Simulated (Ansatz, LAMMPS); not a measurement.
# Ionic liquid BMIM+ Br- with water at 350 K (148 atoms): support functions against a reference, part 2 of 2

Aim: test how closely localised support functions follow the reference on ionic liquid BMIM+ Br- with water at 350 K (148 atoms), and at what cost. A setting counts as converged where the r.m.s. difference of forces stays under 1 % of the r.m.s. force.

Ansatz 0.2.0; Kohn-Sham DFT, PBE+D3(BJ), PAW (set soft_2), plane waves.

The cell: 40 C, 10 N, 87 H, 6 O and 5 Br. The network of contacts between molecules at the start is that of the classical potential that made the cell. The density was typed from a rule of thumb and may lie off the real one at this temperature. Sampling is at Γ alone, for a cell whose shortest periodic width is 12 Å.

So far. Step 13 (Support functions medium, radius 5.16 Å): Forces differ from the reference by 0.84 meV/Å r.m.s., 0.091 % of their size, well within a tolerance of 1 %; the energy by -0.35 meV/atom. It took 17 times the reference's time (shared host, so rough). Step 14 (A changed input): The fault in the input: a U on a shell that isn't there (hamiltonian.hubbard.sites = [{"species": "H", "l": "f", "u_eff": 4.0}]). The fix is to take out hamiltonian.hubbard.sites.

## Step 17: The first run in detail

The first run, on the default basis, asked for the full analyses, so its electronic structure is set out here.

Neighbours are counted within 1.34 Å (H-C), 1.21 Å (H-O), 1.85 Å (C-C), 1.79 Å (C-N).

Length of the force by element and coordination:

| element | coordination | atoms | mean length of the force (eV/Å) | spread | least | most |
| --- | --- | --- | --- | --- | --- | --- |
| Br | all | 5 | 0.416 | 0.141 | 0.167 | 0.594 |
| C | all | 40 | 1.97 | 0.949 | 0.731 | 4.51 |
| C | 3 | 15 | 2.26 | 1.17 | 0.737 | 4.51 |
| C | 4 | 25 | 1.79 | 0.733 | 0.731 | 4.20 |
| H | all | 87 | 1.01 | 0.606 | 0.12 | 3.24 |
| N | all | 10 | 2.07 | 1.16 | 0.699 | 4.17 |
| O | all | 6 | 0.514 | 0.239 | 0.203 | 0.955 |

Intrinsic-atomic-orbital charges by element and coordination:

| element | coordination | atoms | mean charge (e) | spread | least | most |
| --- | --- | --- | --- | --- | --- | --- |
| Br | all | 5 | -0.713 | 0.0377 | -0.769 | -0.654 |
| C | all | 40 | -0.255 | 0.160 | -0.526 | 0.0046 |
| C | 3 | 15 | -0.0764 | 0.0491 | -0.129 | 0.0046 |
| C | 4 | 25 | -0.363 | 0.0931 | -0.526 | -0.229 |
| H | all | 87 | 0.215 | 0.0595 | 0.130 | 0.378 |
| N | all | 10 | 0.007 | 0.0075 | -0.0038 | 0.0209 |
| O | all | 6 | -0.829 | 0.0292 | -0.857 | -0.774 |

Density of states as counts of states in windows of 1 eV (from the Fermi level), total and the larger projections:

| from (eV) | to (eV) | total | C p | H s | O p | N p | Br p | C s |
| --- | --- | --- | --- | --- | --- | --- | --- | --- |
| -14 | -13 | 6.7 | 0.8 | 1.4 | 0.0 | 1.2 | 0.0 | 3.1 |
| -13 | -12 | 12.4 | 0.7 | 1.3 | 0.0 | 0.8 | 0.0 | 2.2 |
| -12 | -11 | 18.4 | 4.4 | 2.8 | 0.0 | 3.8 | 0.0 | 4.4 |
| -11 | -10 | 13.3 | 4.8 | 2.7 | 0.0 | 1.6 | 0.0 | 3.4 |
| -10 | -9 | 12.5 | 4.6 | 3.6 | 0.0 | 0.7 | 0.0 | 3.2 |
| -9 | -8 | 10.4 | 4.7 | 2.4 | 0.0 | 1.5 | 0.0 | 1.3 |
| -8 | -7 | 27.0 | 12.0 | 4.9 | 2.4 | 6.0 | 0.1 | 0.8 |
| -7 | -6 | 49.4 | 23.5 | 11.8 | 5.6 | 6.3 | 0.1 | 1.0 |
| -6 | -5 | 22.5 | 14.3 | 5.6 | 0.2 | 1.8 | 0.0 | 0.2 |
| -5 | -4 | 23.5 | 14.4 | 7.1 | 0.3 | 1.2 | 0.0 | 0.2 |
| -4 | -3 | 31.1 | 15.1 | 8.2 | 4.8 | 1.5 | 0.3 | 0.2 |
| -3 | -2 | 29.9 | 13.4 | 6.6 | 4.5 | 4.2 | 0.4 | 0.1 |
| -2 | -1 | 16.2 | 7.4 | 0.5 | 6.9 | 0.9 | 0.4 | 0.1 |
| -1 | 0 | 30.7 | 0.5 | 0.3 | 5.1 | 0.1 | 24.2 | 0.1 |
| 0 | 1 | 3.6 | 0.1 | 0.0 | 0.4 | 0.0 | 3.1 | 0.0 |
| 1 | 2 | 0.0 | 0.0 | 0.0 | 0.0 | 0.0 | 0.0 | 0.0 |
| 2 | 3 | 5.9 | 3.1 | 0.4 | 0.0 | 2.0 | 0.0 | 0.1 |
| 3 | 4 | 11.0 | 7.0 | 0.8 | 0.0 | 2.1 | 0.0 | 0.2 |
| 4 | 5 | 13.0 | 3.9 | 4.0 | 0.1 | 0.5 | 0.1 | 1.2 |

The curve was stored every 0.100 eV, coarse against its broadening of 0.08 eV, so these counts are rough.

With fixed occupations the program's Fermi level is the highest filled level; weight inside the gap is the broadening of levels at its edges.

Between -23 and -14 eV lie 60 more states.

The levels nearest the highest filled one (over half full), pooled over k-points and spins:

| level less the highest filled one (eV) | occupation |
| --- | --- |
| -0.192 | 2 |
| -0.162 | 2 |
| -0.108 | 2 |
| -0.069 | 2 |
| -0.0144 | 2 |
| 0 | 2 |
| 2.64 | 0 |
| 2.84 | 0 |
| 2.90 | 0 |
| 3.04 | 0 |
| 3.31 | 0 |
| 3.67 | 0 |

Valence density in the bc plane at fractional x = 0.226, with atoms of N and C and H and O and Br within 0.2 Å of it. It is the smooth field of the valence electrons, not physical close to the nuclei.

Values in e/Å³, 13 rows by 16 columns, each cell a mean:
```
0.1 0.0 0.0 0.0 0.1 0.2 0.1 0.0 0.0 0.0 0.2 0.2 0.0 0.1 0.2 0.2
0.3 0.0 0.0 0.0 0.4 0.9 0.8 0.3 0.0 0.0 0.0 0.0 0.2 0.6 1.4 1.3
0.2 0.0 0.0 0.1 0.5 0.8 0.9 0.3 0.0 0.0 0.1 0.2 1.5 2.9 1.1 0.6
0.0 0.0 0.0 0.0 0.1 0.3 0.3 0.1 0.0 0.0 0.2 0.2 0.5 1.0 0.2 0.0
0.0 0.0 0.0 0.0 0.0 0.0 0.0 0.0 0.0 0.0 0.0 0.0 0.0 0.0 0.0 0.0
0.0 0.0 0.0 0.0 0.0 0.1 0.1 0.1 0.0 0.0 0.0 0.0 0.0 0.0 0.0 0.0
0.0 0.0 0.0 0.0 0.0 0.2 0.7 0.9 0.1 0.0 0.1 0.1 0.0 0.0 0.1 0.1
0.1 0.0 0.1 0.3 0.5 1.2 0.5 0.2 0.0 0.0 0.1 0.1 0.1 0.1 1.4 1.4
0.1 0.0 0.4 1.5 1.1 2.1 1.2 0.3 0.1 0.0 0.0 0.0 0.0 0.1 1.5 1.2
0.0 0.1 0.8 1.8 0.8 1.1 1.5 0.8 0.2 0.0 0.0 0.0 0.0 0.0 0.3 0.2
0.0 0.1 0.4 0.6 0.6 0.6 0.3 0.1 0.0 0.0 0.0 0.0 0.0 0.1 0.1 0.1
0.0 0.0 0.0 0.0 0.1 0.1 0.0 0.0 0.0 0.2 1.7 1.4 0.2 0.1 0.1 0.1
0.0 0.0 0.0 0.0 0.0 0.0 0.0 0.0 0.0 0.3 3.6 2.6 0.2 0.0 0.0 0.0
```
Columns run along b (11.7 Å), rows up along c (11.7 Å). Atoms in or near the plane, at fractional coordinates: N at (0.82, 0.79), C at (0.39, 0.28), H at (0.45, 0.50), H at (0.92, 0.31), O at (0.67, 0.05), Br at (0.36, 0.83).

Electrostatic potential energy in the bc plane at fractional x = 0.226, with atoms of N and C and H and O and Br within 0.2 Å of it. With pseudopotentials it is smooth inside the atoms' cores, unlike the true potential.

Ten even steps from '0' (-44 eV) to '9' (6 eV), each cell a mean:
```
999999999999999999999999999999999
999999999999999999999999999998888
899999999852248999999999999873147
899999999700005999999999986552036
999999999710006999999999850015678
999999999964468999999888861027899
999999999999999999999889887789999
999999999999999999999999999999999
999999999999999999999999999999999
999999999999999999999999999999999
999999999999998899999999999999999
999999999999883279999999999999999
999999999998875589999999999999999
999999988877788999999999999999779
999998767721488999999999999996337
999997303621367899999999999997348
999987325764004788999999999995159
999984004774003678999999999998889
999985115767667889999999999999999
999988778888899999999999999999999
999999999999999999999999889999999
999999999999999999999534689999999
999999999999999999996101799999999
999999999999999999998425999999999
```
Columns run along b (11.7 Å; values clipped at the 3rd and 97th percentile), rows up along c (11.7 Å). Atoms in or near the plane, at fractional coordinates: N at (0.82, 0.79), C at (0.39, 0.28), H at (0.45, 0.50), H at (0.92, 0.31), O at (0.67, 0.05), Br at (0.36, 0.83).

Mean intrinsic-atomic-orbital charges: Br -0.71, C -0.26, H +0.21, N +0.01, O -0.83 e. The largest share in the top eV of filled states is Br p (80 % of the projected weight), and in the lowest eV of empty states C p (58 % of the projected weight).

## Step 18: Local order

These statistics describe the geometry on which the runs were made.

Density 1.26 g/cm³, 10.75 Å³ an atom.

Pair distribution functions g(r), in bins of 0.2 Å:

| r (Å) | total | H-H | H-C | H-N | H-O | H-Br | C-C |
| --- | --- | --- | --- | --- | --- | --- | --- |
| 0.90 | 0.43 | 0.00 | 0.00 | 0.00 | 8.95 | 0.00 | 0.00 |
| 1.10 | 3.93 | 0.00 | 11.52 | 0.00 | 5.75 | 0.00 | 0.00 |
| 1.30 | 0.72 | 0.00 | 0.00 | 0.00 | 0.00 | 0.00 | 2.12 |
| 1.50 | 0.77 | 0.14 | 0.00 | 0.00 | 0.00 | 0.00 | 5.30 |
| 1.70 | 0.61 | 1.71 | 0.00 | 0.00 | 0.39 | 0.00 | 0.00 |
| 1.90 | 0.44 | 0.93 | 0.05 | 1.33 | 0.00 | 0.00 | 0.00 |
| 2.10 | 1.32 | 0.14 | 2.09 | 5.73 | 0.00 | 1.26 | 0.17 |
| 2.30 | 1.10 | 1.26 | 0.86 | 0.43 | 0.46 | 1.34 | 2.38 |
| 2.50 | 0.91 | 1.29 | 0.56 | 0.23 | 0.79 | 0.00 | 2.79 |
| 2.70 | 0.93 | 1.24 | 1.17 | 0.58 | 1.18 | 0.20 | 0.12 |
| 2.90 | 0.73 | 0.97 | 0.93 | 0.36 | 0.87 | 0.33 | 0.19 |
| 3.10 | 0.90 | 1.23 | 0.62 | 0.51 | 1.99 | 1.81 | 0.24 |
| 3.30 | 1.11 | 0.91 | 1.38 | 1.33 | 1.46 | 1.61 | 0.36 |
| 3.50 | 0.88 | 0.92 | 0.83 | 0.60 | 0.70 | 1.44 | 0.76 |
| 3.70 | 0.88 | 0.92 | 0.77 | 0.84 | 0.99 | 1.40 | 1.04 |
| 3.90 | 0.90 | 0.79 | 0.82 | 1.33 | 0.80 | 1.55 | 0.98 |
| 4.10 | 0.98 | 0.86 | 1.15 | 0.95 | 0.86 | 1.29 | 0.70 |
| 4.30 | 0.99 | 0.90 | 1.04 | 1.07 | 0.85 | 1.02 | 0.95 |
| 4.50 | 1.05 | 1.02 | 1.00 | 1.11 | 0.83 | 1.15 | 1.06 |
| 4.70 | 1.01 | 1.04 | 0.97 | 1.19 | 0.93 | 0.85 | 1.01 |
| 4.90 | 1.01 | 1.11 | 0.94 | 0.85 | 0.96 | 0.73 | 0.93 |
| 5.10 | 1.03 | 0.98 | 0.94 | 0.95 | 0.79 | 1.16 | 1.33 |
| 5.30 | 1.04 | 0.99 | 1.03 | 0.96 | 1.33 | 1.03 | 1.22 |
| 5.50 | 1.04 | 0.97 | 1.04 | 1.04 | 0.88 | 1.29 | 1.10 |
| 5.70 | 0.99 | 0.97 | 1.06 | 0.87 | 1.01 | 0.99 | 0.76 |

Bonds by pair of elements; cutoffs follow the first minimum of g(r), held within bounds set by covalent radii, and pairs that aren't listed don't count as bonded:

| pair A-B | cutoff (Å) | bonds | mean length (Å) | spread (Å) | shortest (Å) | B about A | A about B |
| --- | --- | --- | --- | --- | --- | --- | --- |
| H-C | 1.34 | 75 | 1.09 | 0.029 | 1.02 | 0.862 | 1.88 |
| H-O | 1.21 | 12 | 1 | 0 | 1 | 0.138 | 2 |
| C-C | 1.85 | 20 | 1.46 | 0.072 | 1.32 | 1 | 1 |
| C-N | 1.79 | 30 | 1.39 | 0.044 | 1.32 | 0.75 | 3 |

How many atoms have how many bonded neighbours:

| element | mean | 0 | 1 | 2 | 3 | 4 |
| --- | --- | --- | --- | --- | --- | --- |
| Br | 0 | 5 | 0 | 0 | 0 | 0 |
| C | 3.62 | 0 | 0 | 0 | 15 | 25 |
| H | 1 | 0 | 87 | 0 | 0 | 0 |
| N | 3 | 0 | 0 | 0 | 10 | 0 |
| O | 2 | 0 | 0 | 6 | 0 | 0 |

Rings of the network by King's shortest-path rule, up to 12 atoms, one path for each pair of neighbours; H, halogens, alkali and alkaline-earth atoms are left out, and the last column divides by all other atoms, bonded or not:

| ring size (atoms) | rings | per network atom |
| --- | --- | --- |
| 5 | 5 | 0.089 |

By these cutoffs 62 % of C atoms have 4, all H atoms have 1 and all N atoms have 3 bonded neighbours. All rings counted have 5 atoms.

The surroundings of C32, which bears the longest force, nearest first, numbered as they follow in the input and with coordinates relative to it.

| atom | x | y | z | distance (Å) | bonds | intrinsic-atomic-orbital charge (e) | Fx | Fy | Fz (eV/Å) |
| --- | --- | --- | --- | --- | --- | --- | --- | --- | --- |
| C32 | 0.00 | 0.00 | 0.00 | 0.00 | 3 | -0.12 | -3.83 | -0.26 | -2.38 |
| H46 | 0.87 | 0.12 | 0.52 | 1.02 | 1 | 0.25 | 2.41 | 0.10 | 1.33 |
| C31 | -1.14 | 0.78 | -0.02 | 1.38 | 3 | -0.13 | -0.68 | -0.38 | -0.25 |
| N33 | -0.28 | -1.07 | -0.86 | 1.40 | 3 | 0.00 | -0.52 | 0.26 | 0.38 |
| N30 | -2.08 | 0.16 | -0.85 | 2.25 | 3 | 0.00 | -0.01 | 0.29 | 0.65 |
| H45 | -1.49 | 1.64 | 0.54 | 2.28 | 1 | 0.21 | 0.46 | 0.13 | 0.00 |
| C35 | -1.58 | -0.98 | -1.32 | 2.28 | 3 | 0.00 | 1.43 | -1.01 | -0.40 |
| C34 | 0.74 | -2.06 | -1.21 | 2.50 | 4 | -0.40 | 0.53 | 0.18 | 0.84 |
| H49 | 1.41 | -2.25 | -0.28 | 2.67 | 1 | 0.19 | -0.68 | 0.57 | -1.56 |
| H122 | 0.89 | 1.92 | -1.94 | 2.86 | 1 | 0.18 | 0.94 | 0.52 | -0.36 |
| H47 | 1.27 | -1.69 | -2.12 | 3.00 | 1 | 0.20 | -0.02 | -0.56 | 0.81 |
| H124 | 2.48 | 1.74 | -1.24 | 3.27 | 1 | 0.20 | 0.22 | 0.34 | 0.37 |
| H48 | 0.25 | -3.01 | -1.41 | 3.33 | 1 | 0.21 | -0.17 | -0.38 | -0.36 |
| H92 | -2.83 | -1.15 | 1.46 | 3.38 | 1 | 0.15 | -0.02 | 0.64 | 0.25 |
| H50 | -2.15 | -1.70 | -1.98 | 3.38 | 1 | 0.23 | 1.00 | 0.77 | 0.51 |
| H137 | 0.04 | -2.05 | 2.73 | 3.42 | 1 | 0.36 | 0.16 | -0.30 | -0.52 |

The column of bonds counts only the pairs H-C within 1.34 Å, H-O within 1.21 Å, C-C within 1.85 Å, C-N within 1.79 Å; other neighbours, such as metal atoms beside each other in a compound, aren't counted, and periodic images can show an atom twice.

## Step 19: Summary of results

| Quantity | Value |
| --- | --- |
| free energy per atom | -220.2780 eV/atom |
| pressure | 1.684 GPa |
| r.m.s. force component | 0.9131 eV/Å |
| gap (highest filled to lowest empty level) | 2.644 eV |
| wall time of the 11 DFT runs | 12 min |

What this shows: Against plane waves at 750 eV, the forces differ by 0.95 meV/Å (0.10 %) with support functions medium, and by 0.75 meV/Å in the closest run (support functions high). At 148 atoms the fastest of the runs at a preset level, support functions low, takes 4.3 times the time of plane waves, in 11 SCF cycles against 10. Differences between support functions and plane waves include what basis error the plane-wave run still has. As the radius goes from 3.34 to 5.16 Å, the force difference goes from 0.98 to 0.84 meV/Å, and the time from 40 s to 2.5 min.

Between filled and empty levels lie 2.64 eV (at Γ alone); a semilocal functional tends to put such gaps too low. In a disordered cell it changes from sample to sample and from frame to frame. With the cutoffs above, 62 % of C atoms have 4, all H atoms have 1 and all N atoms have 3 bonded neighbours.

Caveats: The force components of 0.91 eV/Å r.m.s. hold both thermal displacement and the mismatch between the potential that made the cell and DFT, above all in bond lengths inside molecules. The pressure of 1.7 GPa is that of one thermal frame, in which the classical model's bond lengths enter as well as the volume, without the kinetic term and with the strain of bonds inside molecules.

[Logs are printed without paths, hosts, clocks, repeated set-up lines and the standing remarks that a program may print on its own settings, such as how far it seeks lower states.]

[Hosts, paths, dates, database ids (printed as entryN), source tags and the programs' standing remarks are cut or masked in the printed files.]
